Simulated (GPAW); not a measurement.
# Near-edge structure at the K K edge of KCaF3 (Pm-3m), part 2 of 3

Aim: the near-edge shape at the K K edge of KCaF3 (Pm-3m), and what the core hole does to it.

GPAW 26.7.0; X-ray absorption from dipole matrix elements to empty bands, plane-wave PAW LDA.

So far. Step 2 (The field without a hole): The mesh shows a gap of 5.80 eV, so the hole is first treated in a charged cell, without the excited electron. Step 3 (Spectrum without a core hole, K atom 2): Main maxima below 30 eV (height): 3.7 eV (1.89), 8.7 eV (2.86), 17.7 eV (1.15) and 27.3 eV (1.88). A K edge sees empty p states on the absorber.

## 5. Spectrum with FCH, K atom 2

The holes are 6.3 Å apart. In GPAW the data set carries the hole's charge, so charge=0 means a charged cell and charge=-1 a neutral one. The excited electron is left out and a uniform background balances the charge. After the field has converged, empty bands are computed with the density fixed and the dipole matrix elements are summed.

Contents of xas.py:

```python
import numpy as np
from ase import Atoms
from ase.parallel import parprint, paropen
from gpaw import GPAW, PW, FermiDirac, Mixer, MixerDif, setup_paths
from gpaw.test import gen
setup_paths.insert(0, '.')
gen('K', name='fch1s', xcname='LDA', corehole=(1, 0, 1), write_xml=True)
from gpaw.mpi import world
world.barrier()

atoms = Atoms('Ca2K2F6',
    cell=[[4.481726, 0, 4.481726],
     [0, 4.481726, 4.481726],
     [0, -4.481726, 4.481726]],
    scaled_positions=[[0, 0, 0],
     [0, 0.5, 0.5],
     [0.5, 0.25, 0.75],
     [0.5, 0.75, 0.25],
     [0.5, 0.75, 0.75],
     [0.5, 0.25, 0.25],
     [0, 0.25, 0.25],
     [0, 0.75, 0.75],
     [0, 0.25, 0.75],
     [0, 0.75, 0.25]],
    pbc=True)
atoms.calc = calc = GPAW(legacy_gpaw=True, mode=PW(500, force_complex_dtype=True), xc='LDA', setups={2: 'fch1s'},
    kpts={'size': (4, 4, 4), 'gamma': True}, occupations=FermiDirac(0.02),
    charge=0, mixer=Mixer(0.1, 5, 50), maxiter=150,
    convergence={'density': 0.0001, 'eigenstates': 1e-6}, txt='scf.txt')
energy = atoms.get_potential_energy() + calc.get_reference_energy()
ef = calc.get_fermi_level()
out = dict(energy=energy, fermi=ef, forces=atoms.get_forces().tolist())
parprint(f'all-electron energy {energy:.4f} eV, Fermi level {ef:.4f} eV')
ev = np.array([[calc.get_eigenvalues(k, s) for k in range(len(calc.get_ibz_k_points()))] for s in range(calc.get_number_of_spins())])
out['homo'], out['lumo'], out['counts'] = ev[ev < ef].max(), ev[ev > ef].min(), sorted(set((ev < ef).sum((0, 2)).tolist()))
out['filled'] = (ev[:, 0] < ef).sum(1).tolist()

from ase.units import Ha
from gpaw.xas import dipole_matrix_elements
nb = int(calc.get_number_of_electrons() / 2) + 110
top, nb = nb, nb + 8 + nb // 12
nscf = calc.fixed_density(kpts={'size': (5, 5, 5), 'gamma': True}, nbands=nb,
    convergence={'bands': top, 'eigenstates': 5e-3}, maxiter=60, txt='nscf.txt')
cell = atoms.cell.array
ops = [cell.T @ U.T @ np.linalg.inv(cell.T) for U in nscf.wfs.kd.symmetry.op_scc]
filled = [40]  # bands filled in the ground state, by spin
E = np.arange(-6, 34, 0.1)
fwhm = np.interp(E, [4, 25], [0.9, 3.5])
Y, X, zero, highest = 0, 0, 1e9, 1e9
for spin in range(nscf.get_number_of_spins()):
    wfs = nscf.wfs
    mine = wfs.bd.get_slice()  # this rank's bands
    A = dipole_matrix_elements(wfs.setups[2])
    eps = np.zeros((wfs.kd.nibzkpts, nb))
    d = np.zeros((3, A.shape[1], wfs.kd.nibzkpts, nb), complex)
    for kpt in wfs.kpt_u:
        if kpt.s == spin and 2 in kpt.P_ani:
            eps[kpt.k, mine] = kpt.eps_n * Ha
            d[:, :, kpt.k, mine] = (kpt.weight * wfs.nspins / 2) ** 0.5 * np.inner(A, kpt.P_ani[2])
    world.sum(eps)
    world.sum(d)
    T = np.einsum('amkn,bmkn->abkn', d, d.conj()).real
    T = sum(np.einsum('ai,ijkn,bj->abkn', R, T, R) for R in ops) / len(ops)
    empty = np.ones_like(eps, bool) & (np.arange(nb) >= filled[spin])
    zero, highest = min(zero, eps[empty].min()), min(highest, eps[:, top - 1].min())
    lines = [(eps, T, empty)] if spin == 0 else lines + [(eps, T, empty)]
for eps, T, empty in lines:
    f = np.einsum('aakn->akn', T).reshape(3, -1)
    x = eps.ravel() - zero
    w = np.interp(x, E, fwhm) / 2.35482
    g = np.exp(-0.5 * ((E[:, None] - x) / w) ** 2) / (w * (2 * np.pi) ** 0.5)
    Y = Y + (f * empty.ravel()) @ g.T
    X = X + (f * ~empty.ravel()) @ g.T
out.update(E=E.round(2).tolist(), xas=Y.tolist(), xes=X.tolist(), zero=zero, valid=highest - zero, nk=len(eps), nb=nb)
for i in range(0, len(E), 10):
    parprint(f'{E[i]:7.2f}', *(f'{v:10.3e}' for v in Y[:, i]))
import json
with paropen('out.json', 'w') as f:
    json.dump(out, f)
```

Command:

```sh
$ OMP_NUM_THREADS=1 mpirun -n 4 gpaw python xas.py
```

Numbers of over 12 decimals in the logs are rounded to 6 here.

What it wrote:

```text
Input parameters:
  convergence: {density: 0.0001,
                eigenstates: 1e-06}
  kpts: {gamma: True,
         size: (4, 4, 4)}
  maxiter: 150
  mixer: {backend: pulay,
          beta: 0.1,
          method: separate,
          nmaxold: 5,
          weight: 50}
  mode: {ecut: 500.0,
         force_complex_dtype: True,
         name: pw}
  occupations: {fixmagmom: False,
                name: fermi-dirac,
                width: 0.02}
  setups: {2: fch1s}

Initialize ...

[... PAW data sets ...]

Reference energy: -82188.729338  # eV

Spin-paired calculation

[... convergence settings ...]
Symmetries present (total): 24
  [... symmetry matrices ...]

64 k-points: 4 x 4 x 4 Monkhorst-Pack grid + [1/8,1/8,1/8]
8 k-points in the irreducible part of the Brillouin zone
       k-points in crystal coordinates                weights
   0:     0.00000000    0.00000000    0.00000000          1/64
   1:     0.25000000    0.25000000    0.00000000          8/64
   2:     0.25000000    0.25000000    0.25000000          6/64
   3:     0.50000000    0.25000000   -0.25000000          6/64
   4:     0.50000000    0.25000000    0.25000000         12/64
   5:     0.50000000    0.50000000    0.00000000          4/64
   6:     0.50000000    0.50000000    0.25000000         24/64
   7:     0.50000000    0.50000000    0.50000000          3/64

Wave functions: Plane wave expansion
  Cutoff energy: 500.000 eV
  Number of coefficients (min, max): 4540, 4621
  Pulay-stress correction: 0.000000 eV/Ang^3 (de/decut=0.000000)
  Using FFTW library
  Wavefunction extrapolation:
    Improved wavefunction reuse through dual PAW basis

Occupation numbers: Fermi-Dirac:
  width: 0.0200  # eV

Eigensolver
   Davidson(niter=2)

Densities:
  Coarse grid: 35*35*35 grid
  Fine grid: 70*70*70 grid
  Total Charge: 1.000000

Density mixing:
  Method: separate
  Backend: pulay
  Linear mixing parameter: 0.1
  old densities: 5
  Width of damping distribution: 1.1
  Damping of long wavelength oscillations: 50

[... Hamiltonian set-up ...]
Number of atoms: 10
Number of atomic orbitals: 44
Number of bands in calculation: 44
Number of valence electrons: 80
Bands to converge: occupied

... initialized

Initializing position-dependent things.

Density initialized from atomic densities
Creating initial wave functions:
  44 bands from LCAO basis set

              F
               K

        F
          F K

        Ca    F
       F
        F

        Ca

Atomic positions and initial magnetic moments

Positions:
   0 Ca     0.000000    0.000000    0.000000    ( 0.0000,  0.0000,  0.0000)
   1 Ca     0.000000    0.000000    4.481726    ( 0.0000,  0.0000,  0.0000)
   2 K      2.240863   -2.240863    6.722589    ( 0.0000,  0.0000,  0.0000)
   3 K      2.240863    2.240863    6.722589    ( 0.0000,  0.0000,  0.0000)
   4 F      2.240863    0.000000    8.963452    ( 0.0000,  0.0000,  0.0000)
   5 F      2.240863    0.000000    4.481726    ( 0.0000,  0.0000,  0.0000)
   6 F      0.000000    0.000000    2.240863    ( 0.0000,  0.0000,  0.0000)
   7 F      0.000000    0.000000    6.722589    ( 0.0000,  0.0000,  0.0000)
   8 F      0.000000   -2.240863    4.481726    ( 0.0000,  0.0000,  0.0000)
   9 F      0.000000    2.240863    4.481726    ( 0.0000,  0.0000,  0.0000)

Unit cell:
           periodic     x           y           z      points  spacing
  1. axis:    yes    4.481726    0.000000    4.481726    35     0.1280
  2. axis:    yes    0.000000    4.481726    4.481726    35     0.1479
  3. axis:    yes    0.000000   -4.481726    4.481726    35     0.1479

  Lengths:   6.338118   6.338118   6.338118
  Angles:   90.000000  60.000000  60.000000

Effective grid spacing dv^(1/3) = 0.1613

iter:   1   -70.222485
iter:   2   -68.050264   -0.83  -1.19
iter:   3   -65.808502   -0.47  -1.28
iter:   4   -65.644434   -0.81  -1.45
iter:   5   -65.530210   -1.30  -1.68
iter:   6   -65.512933   -1.94  -2.23
iter:   7   -65.539098c  -2.17  -2.35
iter:   8   -65.480008   -1.83  -2.18
iter:   9   -65.475724   -3.83  -2.80
iter:  10   -65.480001c  -2.67  -3.03
iter:  11   -65.476145c  -2.79  -2.71
iter:  12   -65.474380c  -4.48  -3.01
iter:  13   -65.474365c  -4.01  -3.47
iter:  14   -65.474311c  -4.66  -3.64
iter:  15   -65.474286c  -6.71c -3.85
iter:  16   -65.474281c  -5.21  -4.04c
iter:  17   -65.474277c  -7.24c -4.30c

Converged after 17 iterations.

Dipole moment: (-0.000000, -1.729218, -0.000000) |e|*Ang

Energy contributions relative to reference atoms: (reference = -82188.729338)

Kinetic:        +10.266872
Potential:      -23.486116
External:        +0.000000
XC:             -50.686991
Entropy (-ST):   -0.000000
Local:           -1.568041
SIC:             +0.000000
--------------------------
Free energy:    -65.474277
Extrapolated:   -65.474277

Showing only first 2 kpts
 Kpt  Band  Eigenvalues  Occupancy
  0    38     -0.74457    2.00000
  0    39     -0.74456    2.00000
  0    40      4.01524    0.00000
  0    41      8.78172    0.00000

  1    38     -0.84188    2.00000
  1    39     -0.79239    2.00000
  1    40      4.54256    0.00000
[...]
Fermi level: 0.36457

Gap: 4.760 eV
Transition (v -> c):
  (s=0, k=0, n=39, [0.00, 0.00, 0.00]) -> (s=0, k=0, n=40, [0.00, 0.00, 0.00])
No difference between direct/indirect transitions

Forces in eV/Ang:
  0 Ca   -0.00000    0.00000   -0.00000
  1 Ca   -0.00000    0.00000   -0.00000
  2 K    -0.00000    0.00000    0.00000
  3 K    -0.00000   -0.00000   -0.00000
  4 F     0.00002    0.00000    0.00000
  5 F    -0.00002    0.00000    0.00000
  6 F     0.00000    0.00000    0.00002
  7 F     0.00000   -0.00000   -0.00002
  8 F    -0.00000    0.00002    0.00000
  9 F    -0.00000   -0.00002   -0.00000
Scalar-relativistic atomic LDA calculation for K (Potassium, Z=19)
Core hole in 1s state (1s occupation: 1.0)
600 radial gridpoints.
|------------------------------------------------|
|------------------------------------------------|
[... the atom generator's iteration count ...]

Energy contributions:
-------------------------
Kinetic:     +469.366302
XC:           -26.651020
Potential:   -910.221085
-------------------------
Total:       -467.505804

state      eigenvalue         ekin         rmax
-----------------------------------------------
1s^1.0 :  -137.009401   178.002510        0.053
2s^2.0 :   -14.952275    30.996296        0.308
2p^6.0 :   -12.557947    30.837461        0.248
3s^2.0 :    -1.923222     6.111175        1.010
3p^6.0 :    -1.291340     5.210461        1.046
4s^1.0 :    -0.332521     0.861316        3.154
-----------------------------------------------
(units: Bohr and Hartree)

Generating PAW setup
Kinetic energy of the core from tauc = 426.649692
Cutoffs:
rc(s)=2.120
rc(p)=2.090
rc(d)=1.770
rc(vbar)=2.070
rc(comp)=2.090
rc(nct)=2.120

Kinetic energy of the core states: 425.019867
Charge: 1.0
Core electrons: 9.0
Valence electrons: 9.0
Pseudo-core charge: 0.000157
Shape function alpha=2.289
Pseudo-electron charge 6.225162
state    eigenvalue         norm
--------------------------------
3s(2) :    -1.923222     0.851849
4s(1) :    -0.332521     0.979351
3p(6) :    -1.291340     0.590326
*p    :    -0.291340
*d    :     0.000000
--------------------------------

Diagonalizing with gridspacing h=0.050

state   all-electron     PAW
-------------------------------
3s:      -1.923222    -1.923900
3p:      -1.291340    -1.292876
*d:                   -0.316348
*f:                   -0.033378
-------------------------------
all-electron energy -82254.2036 eV, Fermi level 0.3646 eV
[...]
31.00  8.856e-07  8.856e-07  8.856e-07
  32.00  7.890e-07  7.890e-07  7.890e-07
  33.00  6.924e-07  6.924e-07  6.924e-07
```

It took 30 s on 4 MPI ranks of AMD EPYC 9R14 (Zen 4), shared host; peak memory 0.33 GiB; 2 min of CPU time.

The K K spectrum, K atom 2, full core hole (charged cell) (energy from the lowest empty level; intensity scaled to a mean of 1 over the first 20 eV):

| E (eV) | intensity |
| --- | --- |
| -2.0 | 0.00 |
| -1.5 | 0.00 |
| -1.0 | 0.00 |
| -0.5 | 0.00 |
| 0.0 | 0.01 |
| 0.5 | 0.04 |
| 1.0 | 0.12 |
| 1.5 | 0.15 |
| 2.0 | 0.09 |
| 2.5 | 0.34 |
| 3.0 | 1.21 |
| 3.5 | 2.11 |
| 4.0 | 3.41 |
| 4.5 | 3.08 |
| 5.0 | 1.31 |
| 5.5 | 0.51 |
| 6.0 | 0.44 |
| 6.5 | 0.76 |
| 7.0 | 1.35 |
| 7.5 | 1.88 |
| 8.0 | 2.07 |
| 8.5 | 2.12 |
| 9.0 | 2.04 |
| 9.5 | 1.60 |
| 10.0 | 0.99 |
| 10.5 | 0.55 |
| 11.0 | 0.38 |
| 11.5 | 0.36 |
| 12.0 | 0.38 |
| 12.5 | 0.39 |
| 13.0 | 0.40 |
| 13.5 | 0.41 |
| 14.0 | 0.45 |
| 14.5 | 0.52 |
| 15.0 | 0.61 |
| 15.5 | 0.71 |
| 16.0 | 0.83 |
| 16.5 | 0.95 |
| 17.0 | 1.06 |
| 17.5 | 1.15 |
| 18.0 | 1.19 |
| 18.5 | 1.19 |
| 19.0 | 1.14 |
| 19.5 | 1.09 |
| 20.0 | 1.02 |
| 20.5 | 0.96 |
| 21.0 | 0.90 |
| 21.5 | 0.85 |
| 22.0 | 0.83 |
| 22.5 | 0.85 |
| 23.0 | 0.91 |
| 23.5 | 1.01 |
| 24.0 | 1.13 |
| 24.5 | 1.27 |
| 25.0 | 1.42 |
| 25.5 | 1.56 |
| 26.0 | 1.68 |
| 26.5 | 1.75 |
| 27.0 | 1.75 |
| 27.5 | 1.67 |
| 28.0 | 1.54 |
| 28.5 | 1.39 |
| 29.0 | 1.24 |
| 29.5 | 1.12 |
| 30.0 | 1.02 |
| 30.5 | 0.95 |
| 31.0 | 0.89 |
| 31.5 | 0.84 |
| 32.0 | 0.79 |

Main maxima below 30 eV (height): 4.2 eV (3.63), 8.6 eV (2.12), 18.2 eV (1.20) and 26.7 eV (1.76). 

The hole costs E(hole) − E(ground) = 3608.64 eV, and the lowest empty level of the hole cell on the spectrum's mesh lies at 4.02 eV, which puts the zero at 3612.66 eV. One term is added: -19.73 eV, since the hole is spin-paired here and a spin-polarised one costs that much less in the free atom (computed apart). The photon energy is then 3592.93 eV. The tabulated edge of the element is 3608.4 eV. The functional and the charged cell's background leave an error in such absolute values: in the free atom LDA prices this hole 11.1 eV below PBE (computed apart), and PBE is itself good to a few eV.

## 6. Excitation energy, K atom 2

With the excited electron kept in the cell the system stays neutral, and the energy difference is an excitation energy by itself. In a small cell that electron takes up a good share of the lowest empty band, or all of one, which shifts the value from the true onset.

Changed against the first core-hole run: core hole to XCH, with the smearing that suits a partly filled band.

Contents of scf.py:

```python
import numpy as np
from ase import Atoms
from ase.parallel import parprint, paropen
from gpaw import GPAW, PW, FermiDirac, Mixer, MixerDif, setup_paths
from gpaw.test import gen
setup_paths.insert(0, '.')
gen('K', name='fch1s', xcname='LDA', corehole=(1, 0, 1), write_xml=True)
from gpaw.mpi import world
world.barrier()

atoms = Atoms('Ca2K2F6',
    cell=[[4.481726, 0, 4.481726],
     [0, 4.481726, 4.481726],
     [0, -4.481726, 4.481726]],
    scaled_positions=[[0, 0, 0],
     [0, 0.5, 0.5],
     [0.5, 0.25, 0.75],
     [0.5, 0.75, 0.25],
     [0.5, 0.75, 0.75],
     [0.5, 0.25, 0.25],
     [0, 0.25, 0.25],
     [0, 0.75, 0.75],
     [0, 0.25, 0.75],
     [0, 0.75, 0.25]],
    pbc=True)
atoms.calc = calc = GPAW(legacy_gpaw=True, mode=PW(500, force_complex_dtype=True), xc='LDA', setups={2: 'fch1s'},
    kpts={'size': (4, 4, 4), 'gamma': True}, occupations=FermiDirac(0.04),
    charge=-1, mixer=Mixer(0.1, 5, 50), maxiter=150,
    convergence={'density': 0.0001, 'eigenstates': 1e-6}, txt='scf.txt')
energy = atoms.get_potential_energy() + calc.get_reference_energy()
ef = calc.get_fermi_level()
out = dict(energy=energy, fermi=ef, forces=atoms.get_forces().tolist())
parprint(f'all-electron energy {energy:.4f} eV, Fermi level {ef:.4f} eV')
ev = np.array([[calc.get_eigenvalues(k, s) for k in range(len(calc.get_ibz_k_points()))] for s in range(calc.get_number_of_spins())])
out['homo'], out['lumo'], out['counts'] = ev[ev < ef].max(), ev[ev > ef].min(), sorted(set((ev < ef).sum((0, 2)).tolist()))
out['filled'] = (ev[:, 0] < ef).sum(1).tolist()
import json
with paropen('out.json', 'w') as f:
    json.dump(out, f)
```

Command:

```sh
$ OMP_NUM_THREADS=1 mpirun -n 4 gpaw python scf.py
```

What it wrote:

```text
Input parameters:
  charge: -1
  convergence: {density: 0.0001,
                eigenstates: 1e-06}
  kpts: {gamma: True,
         size: (4, 4, 4)}
  maxiter: 150
  mixer: {backend: pulay,
          beta: 0.1,
          method: separate,
          nmaxold: 5,
          weight: 50}
  mode: {ecut: 500.0,
         force_complex_dtype: True,
         name: pw}
  occupations: {fixmagmom: False,
[...]
3s(2) :    -1.923222     0.851849
4s(1) :    -0.332521     0.979351
3p(6) :    -1.291340     0.590326
*p    :    -0.291340
*d    :     0.000000
--------------------------------

Diagonalizing with gridspacing h=0.050

state   all-electron     PAW
-------------------------------
3s:      -1.923222    -1.923900
3p:      -1.291340    -1.292876
*d:                   -0.316348
*f:                   -0.033378
-------------------------------
all-electron energy -82249.2904 eV, Fermi level 5.3911 eV
[key lines of the parts left out:]
Converged after 19 iterations.
Dipole moment: (-0.000000, -1.143423, 0.000000) |e|*Ang
Free energy:    -60.566379
Fermi level: 5.39113
```

Wall time 12 s (4 MPI ranks); peak memory 0.26 GiB.

The total-energy difference is 3613.56 eV. With the free-atom term of -19.73 eV for this edge, the photon energy is 3593.83 eV.

## 7. Reference energy of the cell

The cell changes for the next run, so it gets a reference energy of its own.

Contents of scf.py:

```python
import numpy as np
from ase import Atoms
from ase.parallel import parprint, paropen
from gpaw import GPAW, PW, FermiDirac, Mixer, MixerDif, setup_paths
from gpaw.test import gen
setup_paths.insert(0, '.')
gen('K', name='nch1s', xcname='LDA', corehole=(1, 0, 0), write_xml=True)
from gpaw.mpi import world
world.barrier()

atoms = Atoms('CaKF3',
    cell=[[4.481726, 0, 0],
     [0, 4.481726, 0],
     [0, 0, 4.481726]],
    scaled_positions=[[0, 0, 0],
     [0.5, 0.5, 0.5],
     [0.5, 0, 0],
     [0, 0, 0.5],
     [0, 0.5, 0]],
    pbc=True)
atoms.calc = calc = GPAW(legacy_gpaw=True, mode=PW(500, force_complex_dtype=True), xc='LDA', setups={1: 'nch1s'},
    kpts={'size': (4, 4, 4), 'gamma': True}, occupations=FermiDirac(0.02),
    charge=0, mixer=Mixer(0.1, 5, 50), maxiter=150,
    convergence={'density': 0.0001, 'eigenstates': 1e-6}, txt='scf.txt')
energy = atoms.get_potential_energy() + calc.get_reference_energy()
ef = calc.get_fermi_level()
out = dict(energy=energy, fermi=ef, forces=atoms.get_forces().tolist())
parprint(f'all-electron energy {energy:.4f} eV, Fermi level {ef:.4f} eV')
ev = np.array([[calc.get_eigenvalues(k, s) for k in range(len(calc.get_ibz_k_points()))] for s in range(calc.get_number_of_spins())])
out['homo'], out['lumo'], out['counts'] = ev[ev < ef].max(), ev[ev > ef].min(), sorted(set((ev < ef).sum((0, 2)).tolist()))
out['filled'] = (ev[:, 0] < ef).sum(1).tolist()
import json
with paropen('out.json', 'w') as f:
    json.dump(out, f)
```

What it wrote:

```text
Input parameters:
  convergence: {density: 0.0001,
                eigenstates: 1e-06}
  kpts: {gamma: True,
         size: (4, 4, 4)}
  maxiter: 150
  mixer: {backend: pulay,
          beta: 0.1,
          method: separate,
          nmaxold: 5,
          weight: 50}
  mode: {ecut: 500.0,
         force_complex_dtype: True,
         name: pw}
  occupations: {fixmagmom: False,
                name: fermi-dirac,
[...]
3s(2) :    -1.292727     0.968078
4s(1) :    -0.089213     0.996153
3p(6) :    -0.692304     0.721542
*p    :     0.307696
*d    :     0.000000
--------------------------------

Diagonalizing with gridspacing h=0.050

state   all-electron     PAW
-------------------------------
3s:      -1.292727    -1.293301
3p:      -0.692304    -0.693571
*d:                    0.006385
*f:                    0.053587
-------------------------------
all-electron energy -42931.4240 eV, Fermi level 0.5682 eV
[key lines of the parts left out:]
Converged after 18 iterations.
Dipole moment: (0.000000, 0.000000, 0.000000) |e|*Ang
Free energy:    -27.464816
Fermi level: 0.56821
```

It took 5.4 s on 4 MPI ranks; peak memory 0.18 GiB.

(Part 2 of 3 ends here.)

[Banner, clock and machine lines of the logs are left out without a mark of their own.]

[Logs are printed without paths, hosts, clocks, repeated set-up lines and the standing remarks that a program may print on its own settings, such as how far it seeks lower states.]

[Hosts, paths, dates, database ids (printed as entryN), source tags and the programs' standing remarks are cut or masked in the printed files.]

[Lists of maxima count a maximum above −3 eV only where it reaches 4 % of the highest in the window and stands out from its surroundings by 2 % of it (1.5 % where it reaches 55 %); shoulders and weaker maxima are passed over, and of the rest the first, up to two pre-edge ones and the few strongest are named.]
